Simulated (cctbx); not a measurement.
**A disordered crystal of nominal NdMn5Cu2S12**

Cell a = 9.2180 Å, b = 9.2630 Å, c = 9.3000 Å, α = 90.00°, β = 90.00°, γ = 90.00°; space group Immm (no. 71); nominal formula NdMn5Cu2S12.

Simulated single-crystal data (cctbx): Ag Kα, λ = 0.56087 Å, to d = 0.65 Å, 70 % of the full sphere, strongest reflection 70000 counts, noise from counting, a 1.5 % proportional error and a noise floor of 4 counts (s.d.); no absorption, and some extinction, which the refinements don't model.

With every site full:

```text
Rint 0.015, 880 unique reflections to 0.65 A
cycle     R1     wR2    GooF  max shift (A)
   1  0.1889  0.3944  25.754   0.00058
   2  0.0136  0.0382   2.494   0.00000
final R1 0.0136 wR2 0.0382 GooF 2.494  parameters 36  data/parameter 24.4
atom        x        y        z      Ueq    occ   su(xyz)  su(Uiso or U11)
Nd1    0.00000  0.00000  0.00000   0.0027  1.000  0.00000  0.0001
Cu1    0.00000  0.50000  0.00000   0.0034  1.000  0.00000  0.0002
Cu2    0.50000  0.00000  0.00000   0.0044  1.000  0.00000  0.0002
Mn1    0.00000  0.00000  0.50000   0.0036  1.000  0.00000  0.0002
Mn2    0.75000  0.25000  0.25000   0.0040  1.000  0.00000  0.0001
S1     0.32771  0.50000  0.80929   0.0039  1.000  0.00005  0.0002
S2     0.00000  0.30545  0.16734   0.0050  1.000  0.00005  0.0002
S3     0.68843  0.17243  0.00000   0.0086  1.000  0.00006  0.0002
difference map: max 0.90 min -1.40 rms 0.13
Q1    0.0000  0.0433  0.0000    4    0.91  0.40 A from Nd1
Q2    0.0771  0.5000  0.0983    8    0.30  1.16 A from Cu1
Q3    0.0000  0.2801  0.1323    8    0.28  0.40 A from S2
Q4    0.0560  0.0000  0.3963    8    0.27  1.09 A from Mn1
Q5    0.0000  0.1619  0.5000    4    0.27  1.50 A from Mn1
Q6    0.0000  0.5000  0.0000    2    0.27  0.00 A from Cu1
```

With the occupancies of the suspect sites free, each still typed as its main element:

```text
Rint 0.015, 880 unique reflections to 0.65 A
cycle     R1     wR2    GooF  max shift (A)
   1  0.1065  0.2303  15.048   0.00037
   7  0.0068  0.0152   0.992   0.00001
final R1 0.0068 wR2 0.0152 GooF 0.990  parameters 37  data/parameter 23.8
atom        x        y        z      Ueq    occ   su(xyz)  su(Uiso or U11)
Nd1    0.00000  0.00000  0.00000   0.0030  1.000  0.00000  0.0000
Cu1    0.00000  0.50000  0.00000   0.0036  1.000  0.00000  0.0001
Cu2    0.50000  0.00000  0.00000   0.0047  1.000  0.00000  0.0001
Mn1    0.00000  0.00000  0.50000   0.0039  1.000  0.00000  0.0001
Mn2    0.75000  0.25000  0.25000   0.0043  1.000  0.00000  0.0001
S1     0.32772  0.50000  0.80930   0.0042  1.000  0.00002  0.0001
S2     0.00000  0.30538  0.16732   0.0054  1.000  0.00002  0.0001
S3     0.68841  0.17241  0.00000   0.0054  0.903  0.00002  0.0001
su of occupancy S3: 0.001
difference map: max 0.27 min -0.37 rms 0.07
Q1    0.0000  0.0755  0.0000    4    0.28  0.70 A from Nd1
Q2    0.0000  0.0732  0.1249    8    0.27  1.35 A from Nd1
Q3    0.2139  0.0000  0.0000    4    0.21  1.83 A from S3
Q4    0.0000  0.3103  0.5000    4    0.21  1.74 A from S3
Q5    0.0452  0.0000  0.3979    8    0.20  1.04 A from Mn1
Q6    0.2225  0.5000  0.0000    4    0.20  2.02 A from S1
```

**Question.** What is the disorder?

X-rays count electrons. S3 refines to 0.903(0.001), or 14.4 electrons; the site truly holds 0.9 S, 14.4 electrons, which is 0.900 of S. A value under 1 can't tell vacancies from a lighter guest, and one over 1 needs a heavier guest; chemistry or a second radiation must settle which. Occupancy correlates with U and the scale, so the match is approximate.

Freeing them takes R1 from 0.0136 to 0.0068 and GooF from 2.49 to 0.99.

The model was made for the exercise: a known structure type with other elements put in, its volume estimated, not relaxed; displacement parameters are assumed.

[Middle refinement cycles are left out of these outputs.]

[Logs are printed without paths, hosts, clocks, repeated set-up lines and the standing remarks that a program may print on its own settings, such as how far it seeks lower states.]
